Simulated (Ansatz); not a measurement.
# GaN (P6_3mc): the dielectric response against the k mesh

Aim: how dense a k mesh do ε∞ and the zone-centre modes of GaN (P6_3mc) need?

Main program and level: Ansatz 0.2.0; DFT LDA, scalar-relativistic, plane waves, PAW; PAW set soft_1.

The database entry behind the starting cell differs from other determinations of this structure, so it need not match the best structure at room temperature.

## (1) The system as given

Symmetry: P6_3mc, No. 186, hexagonal system. Conventional cell: a = 3.180 Å, b = 3.180 Å, c = 5.166 Å, α = 90.00°, β = 90.00°, γ = 120.00°. N has 4 Ga at 1.94 to 1.95 Å nearest. Nearest to Ga lie 4 N at 1.94 to 1.95 Å. Farther neighbours, and contacts between anions beyond the nearest, are not listed.

## (2) Relaxation

The cell and atoms are relaxed, since residual forces and stress would shift the frequencies.

The input, input.yaml:

```yaml
crystal:
  lattice:
    - [3.18, 0.0, 0.0]
    - [-1.59, 2.753960784, 0.0]
    - [0.0, 0.0, 5.166]
  atoms:
    - { symbol: "N", position: [0.33333333, 0.66666667, 0.375] }
    - { symbol: "N", position: [0.66666667, 0.33333333, 0.875] }
    - { symbol: Ga, position: [0.33333333, 0.66666667, 0.0] }
    - { symbol: Ga, position: [0.66666667, 0.33333333, 0.5] }
kpoints:
  mp_grid: { grid: [12, 12, 6] }
hamiltonian:
  xc: lda
  pseudopotentials: { kind: paw, azcp: { folder: soft_1 }, xc_functional: pbe }
scf:
  occupations: { method: gaussian, width: 0.02 }
output:
  forces: true
  stress: true
  eigenvalues: true
relax:
  adjacent_minimum: "off"
  f_tol: 0.005
  max_steps: 80
  cell: { stress_tol: 0.05 }
```

Launch:

```sh
ansatz run input.yaml --threads 8 --pin off --max-ram 16384MiB --backend cpu --events-out ev --progress --plain --runs-dir out
```

Standard output:

```text
Engine: ansatz 0.2.0, aarch64-unknown-linux-gnu
Pseudopotentials: kind: paw
Pseudopotential: N, paw, valence charge 5, recommended cutoff 420 eV (normal), soft_1/N.paw.azcp
Pseudopotential: Ga, paw, valence charge 13, recommended cutoff 420 eV (normal), soft_1/Ga.paw.azcp
Functional definition: SPW92
  exchange = slater_x
  correlation = pw_c
Crystal: 4 atoms, lattice volume = 45.242 Å³
Basis set: ecut = 420 eV, 881 PW (Γ)
Bands: 22, of which v1, the nominal top of the filled ones, is band 18 counted from 1 (17 counted from 0)
Symmetry: 12 space group operations
Space group: P63mc (ITA 186), of the structure as read, at distance tolerance 3.6e-5 Å
k-points: 76 of 864 (time reversal used)
Non-local potential: N, projectors of the file, l = 0: 2, l = 1: 2, l = 2: 1
Non-local potential: Ga, projectors of the file, l = 0: 2, l = 1: 2, l = 2: 3, l = 3: 1
PAW form: soft (Blöchl's): semilocal exchange-correlation on the pseudo side does not see the compensation charge
PAW frozen core: N, regenerated for the run's functional, and the local potential with it (the file was generated under x = pbe(κ = 0.804, μ = 0.219515), c = pbe(β = 0.066725))
PAW frozen core: Ga, regenerated for the run's functional, and the local potential with it (the file was generated under x = pbe(κ = 0.804, μ = 0.219515), c = pbe(β = 0.066725))
PAW one-centre angular grid: N, 110 points (default); XC on 64 Gauss nodes
PAW one-centre angular grid: Ga, 590 points (default); XC on 64 Gauss nodes
Initial density: superposition of atomic densities (chi_scale 0.1, normalization cell, long waves kept (reshape's long-wave potential 0.00 eV rms))
Initial wavefunctions: pseudopotential atomic-orbital guess
Functional: x = slater, c = lda
SCF iter   1: F=—  HF=-8165.426054 eV  |F-HF|=—  |Δ(HF+E_count)|=         —  Δρ=1.04e-1  dr2=4.28e0  ethr=3.10e-3  ⟨swp⟩=4.8  Hψ=6801  notcnv=0
preconditioner: auto → Resta (q_TF=auto, 2.626 Å⁻¹)  ε∞=4.8  [insulator: Δε(μ)=2.819 eV  Ē_g=16.905 eV  σ=0.020 eV  W_gap=1.00  n_scr=22 (ndim 8)  ℏωp=33.1 eV  f_vac=0.000  D(μ)=0.00/eV (n_scr^D=0)  ε∞_Penn≈4.8]
SCF iter   2: F=—  HF=-8164.339999 eV  |F-HF|=—  |Δ(HF+E_count)|=    1.09e0  Δρ=4.45e-2  dr2=4.90e-1  ethr=3.10e-3  ⟨swp⟩=2.1  Hψ=3414  notcnv=0
SCF iter   3: F=—  HF=-8164.215907 eV  |F-HF|=—  |Δ(HF+E_count)|=   1.24e-1  Δρ=1.68e-2  dr2=9.81e-2  ethr=1.36e-3  ⟨swp⟩=2.0  Hψ=1992  notcnv=0
SCF iter   4: F=—  HF=-8164.182981 eV  |F-HF|=—  |Δ(HF+E_count)|=   3.29e-2  Δρ=2.76e-3  dr2=4.25e-3  ethr=2.72e-4  ⟨swp⟩=3.0  Hψ=3318  notcnv=0
SCF iter   5: F=—  HF=-8164.181309 eV  |F-HF|=—  |Δ(HF+E_count)|=   1.67e-3  Δρ=2.44e-3  dr2=1.47e-3  ethr=1.18e-5  ⟨swp⟩=2.0  Hψ=3334  notcnv=0
SCF iter   6: F=—  HF=-8164.181531 eV  |F-HF|=—  |Δ(HF+E_count)|=   2.22e-4  Δρ=6.82e-4  dr2=1.51e-4  ethr=4.08e-6  ⟨swp⟩=2.2  Hψ=2617  notcnv=0
SCF iter   7: F=—  HF=-8164.181534 eV  |F-HF|=—  |Δ(HF+E_count)|=   3.28e-6  Δρ=1.14e-4  dr2=6.07e-6  ethr=4.19e-7  ⟨swp⟩=2.4  Hψ=2827  notcnv=0
SCF iter   8: F=—  HF=-8164.181534 eV  |F-HF|=—  |Δ(HF+E_count)|=   1.30e-7  Δρ=1.37e-5  dr2=7.22e-8  ethr=2.78e-10  ⟨swp⟩=3.4  Hψ=7677  notcnv=0
SCF iter   9: F=-8164.181534 eV  HF=-8164.181534 eV  |F-HF|=6.37e-11  |Δ(HF+E_count)|=   3.35e-8  Δρ=1.50e-6  dr2=8.88e-10  ethr=2.01e-10  ⟨swp⟩=1.8  Hψ=5640  notcnv=0
SCF 1 converged in 9 iterations: F = -8164.181534 eV  dr2 = 8.88e-10
  greatest PAW one-centre occupation: 0.996 electrons in one spin orbital (limit 2), on the Ga atom at site 3 (counted from 0), in its partial waves of l = 2
relax step   1: F+E_penalty+E_count = -8164.18153433 eV  Δ(F+E_penalty+E_count) = +0.000e0 eV  max|allowed force component| = 1.258e-1 eV/Å  Δτ_max = 0.0000 Å  P = -4.473 GPa  Ω = 45.242 Å³  (9 SCF iters, dr2 threshold 1.00e-7 eV, accepted)
Crystal: 4 atoms, lattice volume = 44.617 Å³
Basis set: ecut = 420 eV, 869 PW (Γ)
Initial density: handed on by an earlier stage of this run
Initial wavefunctions: those handed on with the density
iter 1 solved again at ethr=9.52e-6 eV; its pass at ethr=3.10e-3 eV (dr2=3.43e-3 eV) is discarded
SCF iter   1: F=—  HF=-8164.197384 eV  |F-HF|=—  |Δ(HF+E_count)|=         —  Δρ=2.80e-3  dr2=3.72e-3  ethr=9.52e-6  ⟨swp⟩=2.2  Hψ=8494  notcnv=0
preconditioner: auto → Resta (q_TF=auto, 2.632 Å⁻¹)  ε∞=5.0  [insulator: Δε(μ)=2.088 eV  Ē_g=16.673 eV  σ=0.020 eV  W_gap=1.00  n_scr=22 (ndim 8)  ℏωp=33.4 eV  f_vac=0.005  D(μ)=0.00/eV (n_scr^D=0)  ε∞_Penn≈5.0]
SCF iter   2: F=—  HF=-8164.196332 eV  |F-HF|=—  |Δ(HF+E_count)|=   1.05e-3  Δρ=6.25e-4  dr2=1.74e-4  ethr=9.52e-6  ⟨swp⟩=2.0  Hψ=2417  notcnv=0
SCF iter   3: F=—  HF=-8164.196297 eV  |F-HF|=—  |Δ(HF+E_count)|=   3.45e-5  Δρ=3.42e-4  dr2=5.04e-5  ethr=4.84e-7  ⟨swp⟩=1.0  Hψ=1672  notcnv=0
SCF iter   4: F=—  HF=-8164.196287 eV  |F-HF|=—  |Δ(HF+E_count)|=   1.04e-5  Δρ=4.92e-5  dr2=1.08e-6  ethr=1.40e-7  ⟨swp⟩=2.3  Hψ=3064  notcnv=0
SCF iter   5: F=-8164.196286 eV  HF=-8164.196286 eV  |F-HF|=9.45e-8  |Δ(HF+E_count)|=   4.56e-7  Δρ=3.98e-5  dr2=3.48e-7  ethr=1.11e-9  ⟨swp⟩=5.1  Hψ=7404  notcnv=0
SCF 2 converged in 5 iterations: F = -8164.196286 eV  dr2 = 3.48e-7
  greatest PAW one-centre occupation: 0.996 electrons in one spin orbital (limit 2), on the Ga atom at site 2 (counted from 0), in its partial waves of l = 2
relax step   2: F+E_penalty+E_count = -8164.19628614 eV  Δ(F+E_penalty+E_count) = -1.475e-2 eV  max|allowed force component| = 9.265e-2 eV/Å  Δτ_max = 0.0002 Å  P = -1.823 GPa  Ω = 44.617 Å³  energy of the carried Pulay correction = +1.463e-3 eV  (5 SCF iters, dr2 threshold 4.00e-7 eV, accepted)
Crystal: 4 atoms, lattice volume = 44.186 Å³
Basis set: ecut = 420 eV, 845 PW (Γ)
iter 1 solved again at ethr=5.02e-6 eV; its pass at ethr=3.10e-3 eV (dr2=1.81e-3 eV) is discarded
SCF iter   1: F=—  HF=-8164.200771 eV  |F-HF|=—  |Δ(HF+E_count)|=         —  Δρ=2.05e-3  dr2=1.94e-3  ethr=5.02e-6  ⟨swp⟩=2.2  Hψ=8403  notcnv=0
preconditioner: auto → Resta (q_TF=auto, 2.637 Å⁻¹)  ε∞=5.0  [insulator: Δε(μ)=2.149 eV  Ē_g=16.742 eV  σ=0.020 eV  W_gap=1.00  n_scr=22 (ndim 8)  ℏωp=33.5 eV  f_vac=0.005  D(μ)=0.00/eV (n_scr^D=0)  ε∞_Penn≈5.0]
SCF iter   2: F=—  HF=-8164.200218 eV  |F-HF|=—  |Δ(HF+E_count)|=   5.53e-4  Δρ=4.91e-4  dr2=1.02e-4  ethr=5.02e-6  ⟨swp⟩=2.0  Hψ=2419  notcnv=0
SCF iter   3: F=—  HF=-8164.200199 eV  |F-HF|=—  |Δ(HF+E_count)|=   1.88e-5  Δρ=2.56e-4  dr2=2.73e-5  ethr=2.83e-7  ⟨swp⟩=1.3  Hψ=2089  notcnv=0
SCF iter   4: F=—  HF=-8164.200195 eV  |F-HF|=—  |Δ(HF+E_count)|=   4.42e-6  Δρ=5.00e-5  dr2=1.04e-6  ethr=7.58e-8  ⟨swp⟩=2.3  Hψ=3064  notcnv=0
SCF iter   5: F=-8164.200194 eV  HF=-8164.200194 eV  |F-HF|=5.83e-8  |Δ(HF+E_count)|=   7.36e-7  Δρ=3.24e-5  dr2=2.59e-7  ethr=1.11e-9  ⟨swp⟩=5.1  Hψ=7401  notcnv=0
SCF 3 converged in 5 iterations: F = -8164.200194 eV  dr2 = 2.59e-7
relax step   3: F+E_penalty+E_count = -8164.20019421 eV  Δ(F+E_penalty+E_count) = -3.908e-3 eV  max|allowed force component| = 3.441e-2 eV/Å  Δτ_max = 0.0019 Å  P = +0.135 GPa  Ω = 44.186 Å³  energy of the carried Pulay correction = +2.485e-3 eV  (5 SCF iters, dr2 threshold 4.00e-7 eV, accepted)
[...]
relax step   4: F+E_penalty+E_count = -8164.20023456 eV  Δ(F+E_penalty+E_count) = -4.034e-5 eV  max|allowed force component| = 1.763e-2 eV/Å  Δτ_max = 0.0007 Å  P = +0.057 GPa  Ω = 44.203 Å³  energy of the carried Pulay correction = +2.443e-3 eV  (3 SCF iters, dr2 threshold 2.25e-7 eV, accepted)
[...]
relax step   5: F+E_penalty+E_count = -8164.20023220 eV  Δ(F+E_penalty+E_count) = +2.355e-6 eV  max|allowed force component| = 2.571e-4 eV/Å  Δτ_max = 0.0008 Å  P = -0.001 GPa  Ω = 44.216 Å³  energy of the carried Pulay correction = +2.413e-3 eV  (4 SCF iters, dr2 threshold 4.05e-8 eV, accepted)
[...]
relax step   6: F+E_penalty+E_count = -8164.19805628 eV  Δ(F+E_penalty+E_count) = +2.176e-3 eV  max|allowed force component| = 2.204e-4 eV/Å  Δτ_max = 0.0000 Å  P = -0.074 GPa  Ω = 44.216 Å³  stress off target by 7.86e-2 GPa  SCF on the basis re-selected at this cell (its energy is not comparable with the rows above)  (6 SCF iters)
[...]
relax step   7: F+E_penalty+E_count = -8164.19809793 eV  Δ(F+E_penalty+E_count) = -4.166e-5 eV  max|allowed force component| = 2.180e-5 eV/Å  Δτ_max = 0.0000 Å  P = -0.001 GPa  Ω = 44.200 Å³  energy of the carried Pulay correction = +3.788e-5 eV  (4 SCF iters, dr2 threshold 1.54e-8 eV, accepted)
iter 1 solved again at ethr=1.68e-8 eV; its pass at ethr=3.10e-3 eV (dr2=6.06e-6 eV) is discarded
SCF iter   1: F=—  HF=-8164.198047 eV  |F-HF|=—  |Δ(HF+E_count)|=         —  Δρ=2.81e-6  dr2=1.23e-9  ethr=1.68e-8  ⟨swp⟩=3.0  Hψ=12143  notcnv=0
preconditioner: auto → Resta (q_TF=auto, 2.637 Å⁻¹)  ε∞=5.0  [insulator: Δε(μ)=2.134 eV  Ē_g=16.735 eV  σ=0.020 eV  W_gap=1.00  n_scr=22 (ndim 8)  ℏωp=33.5 eV  f_vac=0.006  D(μ)=0.00/eV (n_scr^D=0)  ε∞_Penn≈5.0]
SCF iter   2: F=—  HF=-8164.198047 eV  |F-HF|=—  |Δ(HF+E_count)|=   6.91e-7  Δρ=1.95e-6  dr2=6.45e-10  ethr=3.42e-12  ⟨swp⟩=2.1  Hψ=3091  notcnv=0
SCF iter   3: F=—  HF=-8164.198047 eV  |F-HF|=—  |Δ(HF+E_count)|=  3.46e-11  Δρ=9.77e-7  dr2=1.63e-10  ethr=1.79e-12  ⟨swp⟩=2.1  Hψ=2495  notcnv=0
SCF iter   4: F=-8164.198047 eV  HF=-8164.198047 eV  |F-HF|=1.46e-11  |Δ(HF+E_count)|=  4.37e-11  Δρ=4.38e-7  dr2=3.07e-11  ethr=1.00e-12  ⟨swp⟩=3.0  Hψ=6017  notcnv=0
SCF 8 converged in 4 iterations: F = -8164.198047 eV  dr2 = 3.07e-11
relax step   8: F+E_penalty+E_count = -8164.19804674 eV  Δ(F+E_penalty+E_count) = +5.120e-5 eV  max|allowed force component| = 1.989e-5 eV/Å  Δτ_max = 0.0000 Å  P = -0.002 GPa  Ω = 44.200 Å³  stress off target by 2.63e-3 GPa  SCF on the basis re-selected at this cell (its energy is not comparable with the rows above)  (4 SCF iters)
basis re-selected at this cell: Δ(F+E_penalty+E_count) = +5.120e-5 eV, ΔP = -0.001 GPa vs the last step (what re-selecting the basis moved, of the pressure what is left beyond the Pulay correction that the steps carried, after the strain that the cell walked since its last selection, with what the two solves' SCF thresholds leave and, on support functions, any second-order correction that the steps lacked; it is no m [...]
SCF converged after 4 iterations
Free energy (F): -8164.198047 eV
Harris-Foulkes:  -8164.198047 eV  (|F-HF|=1.46e-11)
Internal energy: -8164.198047 eV  (E = F + TS)
E sigma→0 (E₀):  -8164.198047 eV
Fermi energy:    10.895018 eV
--- Per-component energies (eV) ---
  E_band       = -9.233500
  E_kinetic    = 483.747217
  E_local      = -2787.192133  (includes V_loc(G=0)·N_el)
  E_nonlocal   = -103.463403
  E_hartree    = 1770.399799
  E_xc         = -243.693827
  E_vxc        = -262.890756  (∫ρ·V_xc dr)
  E_paw        = -4078.923738  (= ΣΔE_a)
  E_vpaw       = -880.235394  (= ΣTr[D̂ρ^β])
  E_aug_tail   = 0.001302  (compensation charges beyond the density's cutoff)
  E_ewald      = -3208.690315
  E_core_change = 3.617051  (= ΣΔE_core)
  E_smearing   = -0.000000  (= −TS)
  E_closure    = -0.000000  (closes the sum)
  Σ components = -8164.198047   (vs F -8164.198047, Δ=0.00e0)
--- Forces (eV/Å), atoms counted from 1 ---
  atom   1  N      0.00000000    -0.00000000     0.00001888
  atom   2  N      0.00000000     0.00000000     0.00001888
  atom   3  Ga    -0.00000000     0.00000000    -0.00002090
  atom   4  Ga    -0.00000000    -0.00000000    -0.00002090
  max |Σ_I F_I| component: 4.04e-6 eV/Å
--- Stress (GPa, compression-positive) ---
       -0.002626       0.000000       0.000000
       -0.000000      -0.002626       0.000000
        0.000000       0.000000       0.000549
  P = ⅓ Tr σ = -0.0016 GPa (-0.016 kbar)
--- Band table (eV; the first three rows and the last of 76) ---
  k-point 0: bands = [... 14 lower, 8.7434, 9.7748, 9.8278, 9.8278, 11.9621, 14.2038, 19.0454, 19.7429]
  k-point 1: bands = [... 14 lower, 8.8127, 8.9829, 9.7516, 9.7516, 12.6105, 14.2604, 18.8514, 19.7757]
  k-point 2: bands = [... 14 lower, 9.0042, 9.0042, 9.5466, 9.5466, 13.5878, 14.3578, 18.4439, 18.8542]
  k-point 75: bands = [... 14 lower, 5.4096, 5.4096, 8.2630, 8.2630, 16.3163, 16.3163, 17.0845, 17.0845]
--- Relaxed structure (6 steps of the walk, 6 accepted, 2 SCFs on fresh bases) ---
  F+E_penalty+E_count = -8164.19804674 eV   max|allowed force component| = 1.989e-5 eV/Å   (the final SCF, on the basis selected at the relaxed cell)
  cell:  # Å, volume = 44.2004 Å³
    - [3.151650, 5.245850e-19, -5.842758e-18]
    - [-1.575825, 2.729409, 2.921379e-18]
    - [-9.491726e-18, 0, 5.138303]
  atoms:
    - { symbol: N, position: [0.333333, 0.666667, 0.375699] }
    - { symbol: N, position: [0.666667, 0.333333, 0.875699] }
    - { symbol: Ga, position: [0.333333, 0.666667, -0.000699071] }
    - { symbol: Ga, position: [0.666667, 0.333333, 0.499301] }
```

The job ended after 14 s (8 threads of Arm Neoverse N1, shared host; peak memory 0.49 GiB).

Reading the cycles: dr2 is the Hartree energy of the density residual (eV), the measure of convergence; HF is the Harris–Foulkes estimate of the energy, which meets the free energy F at convergence.

Step by step:

| step | energy less that of the first step (eV) | largest force component (eV/Å) | pressure (GPa) | volume (Å³) |
| --- | --- | --- | --- | --- |
| 1 | 0.0000 | 0.1258 | -4.47 | 45.24 |
| 2 | -0.0148 | 0.0926 | -1.82 | 44.62 |
| 3 | -0.0187 | 0.0344 | 0.13 | 44.19 |
| 4 | -0.0187 | 0.0176 | 0.06 | 44.20 |
| 5 | -0.0187 | 0.0003 | 0.00 | 44.22 |
| 6* | -0.0165 | 0.0002 | -0.07 | 44.22 |
| 7 | -0.0166 | 0.0000 | 0.00 | 44.20 |
| 8* | -0.0165 | 0.0000 | 0.00 | 44.20 |

Relaxation steps marked * repeat the geometry before them on a plane-wave basis chosen anew for their cell, so energy and pressure can jump there.

Forces are held to the 12 operations that the program found; a distortion that breaks them can't arise in this run.

| conventional cell, symmetrised | before | after | change |
| --- | --- | --- | --- |
| a (Å) | 3.180 | 3.152 | -0.9 % |
| b (Å) | 3.180 | 3.152 | -0.9 % |
| c (Å) | 5.166 | 5.138 | -0.5 % |
| volume (Å³/atom) | 11.31 | 11.05 | -2.3 % |

Final coordinates:

```xyz
4
Lattice="3.1516 0.0000 0.0000 -1.5758 2.7294 0.0000 0.0000 0.0000 5.1383" Properties=species:S:1:pos:R:3 pbc="T T T"
N     0.0000    1.8196    1.9305
N     1.5758    0.9098    4.4996
Ga    0.0000    1.8196   -0.0036
Ga    1.5758    0.9098    2.5656
```

This step gave:

* pressure: -0.001568 GPa
* gap on the k-mesh: 2.134 eV
* volume per atom: 11.05 Å³

In this step the volume went from 11.31 to 11.05 Å³/atom.

## (3) Tight relaxation

Phonons need small forces and stress, so the relaxation is finished with tight tolerances on 12×12×6 k points.

input.yaml, the sections that differ from step 2:

```yaml
crystal:
  lattice:
    - [3.1516497526, 0.0, 0.0]
    - [-1.5758248763, 2.7294087496, 0.0]
    - [0.0, 0.0, 5.138302942]
  atoms:
    - { symbol: "N", position: [0.3333333333, 0.6666666667, 0.3756990712] }
    - { symbol: "N", position: [0.6666666667, 0.3333333333, 0.8756990712] }
    - { symbol: Ga, position: [0.3333333333, 0.6666666667, -0.0006990712] }
    - { symbol: Ga, position: [0.6666666667, 0.3333333333, 0.4993009288] }
scf:
  occupations: { method: fixed }
relax:
  adjacent_minimum: "off"
  f_tol: 0.001
  max_steps: 60
  cell: { stress_tol: 0.01 }
# kpoints, hamiltonian, output: as in step 2
```

Standard output:

```text
[...]
Crystal: 4 atoms, lattice volume = 44.200 Å³
Basis set: ecut = 420 eV, 845 PW (Γ)
Bands: 22, of which v1, the nominal top of the filled ones, is band 18 counted from 1 (17 counted from 0)
Symmetry: 12 space group operations
[...]
k-points: 76 of 864 (time reversal used)
[...]
--- Relaxed structure (1 steps of the walk, 1 accepted, 1 SCFs on fresh bases) ---
[...]
cell:  # Å, volume = 44.2004 Å³
    - [3.151650, 0.0, 0.0]
    - [-1.575825, 2.729409, 0.0]
    - [0.0, 0.0, 5.138302942]
  atoms:
    - { symbol: N, position: [0.333333, 0.666667, 0.3756990712] }
    - { symbol: N, position: [0.666667, 0.333333, 0.875699] }
    - { symbol: Ga, position: [0.333333, 0.666667, -0.0006990712] }
    - { symbol: Ga, position: [0.666667, 0.333333, 0.499301] }
[key lines of the parts left out:]
SCF converged after 5 iterations
Free energy (F): -8164.198047 eV
Fermi energy:    9.827781 eV
P = ⅓ Tr σ = -0.0016 GPa (-0.016 kbar)
```

Wall time 4.3 s (8 threads); peak memory 0.47 GiB; 30 s of CPU time.

Little changed from the start: no atom moved by 0.005 Å and no cell edge by 0.1 %.

Read from the output:

| Property | Result |
| --- | --- |
| pressure | -0.001567 GPa |

The largest force component left is 0.020 meV/Å and the pressure is -0.002 GPa, within the tolerances set. The cell now holds 11.05 Å³/atom.

(Part 1 of 2 ends here.)

[Long decimals in the printed logs are rounded to 6 places.]

[Logs are printed without paths, hosts, clocks, repeated set-up lines and the standing remarks that a program may print on its own settings, such as how far it seeks lower states.]

[Hosts, paths, dates, database ids (printed as entryN), source tags and the programs' standing remarks are cut or masked in the printed files.]
